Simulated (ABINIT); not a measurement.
Computed results, one entry a study.

```cif
data_pbo
_symmetry_space_group_name_H-M 'P4/nmm:1'
_symmetry_Int_Tables_number 129
_cell_length_a 3.9748
_cell_length_b 3.9748
_cell_length_c 5.0227
_cell_angle_alpha 90.000
_cell_angle_beta 90.000
_cell_angle_gamma 90.000
_cell_volume 79.35
loop_
_atom_site_label
_atom_site_type_symbol
_atom_site_symmetry_multiplicity
_atom_site_Wyckoff_symbol
_atom_site_fract_x
_atom_site_fract_y
_atom_site_fract_z
_atom_site_occupancy
Pb1 Pb 2 c 0.00000 0.50000 0.23851 1
O1 O 2 a 0.00000 0.00000 0.00000 1
_calc_subject 'Quasiparticle gap of PbO (P4/nmm) in ABINIT'
_calc_method 'RPA screening on PBE with spin-orbit coupling, plane waves, norm-conserving pseudopotentials (and 2 further levels or steps)'
_calc_program 'ABINIT 10.8.3'
_calc_settings 'cutoff 42 Ha, PseudoDojo fully relativistic 0.4 stringent, norm-conserving, ngkpt (4, 4, 2), nband 198, ecuteps 4.4 Ha, shiftk (0, 0, 0), symchi 1, awtr 1, frequency ppm, 4×4×2 k-mesh'
_calc_cost '5 runs, 28 min in all on 16 MPI ranks of Arm Neoverse N1, shared host'
_calc_notes 'The database entry behind the starting cell differs from other determinations of this structure. The program’s warnings: Neglecting <n,k|[Vnl,iqr]|m,k> and nproc spkpt=  >= nkpt= * nsppol=. The cell and positions come from the Crystallography Open Database and are kept as given unless a step says otherwise. Limits: screening head approximate. The 4×4×2 mesh is coarse for this cell, which bears on the long-range parts of exchange and screening.'
_calc_pbe_gap '1.14 eV, indirect'
_calc_g0w0_gap_on_the_mesh '1.15 eV'
_calc_gw_settings '4×4×2 mesh, 198 bands, screening to 119.7 eV, Godby-Needs plasmon pole'
_calc_known_limits 'short of the basis limit; screening head approximate; coarse k mesh'
```

[Long decimals in the printed logs are rounded to 6 places.]

[Logs are printed without paths, hosts, clocks, repeated set-up lines and the standing remarks that a program may print on its own settings, such as how far it seeks lower states.]

[Paths, hosts, dates, memory and timing lines, banners, echoed tables and standing remarks are left out of the program output; an Ansatz launch command may be rebuilt from the run's recorded settings. Measured values are a selection of at most five: reports struck by readers or far from the other reports are left out. None is set beside runs whose start may be inverted or whose files or cutoffs have a known fault.]

[Runs of the session that timed out or met a known fault of the program may be left out.]

[Hosts, paths, dates, database ids (printed as entryN), source tags and the programs' standing remarks are cut or masked in the printed files.]

[G0W0 gaps are taken among the corrected bands and points alone; a level outside them can change the order at an edge.]

[Where Ansatz stands beside ABINIT at settings called matched, ABINIT's density can come from a denser mesh and the files from another edition; pairs whose starting gaps differed by over 0.03 eV were left out, so agreement reads better than it is.]
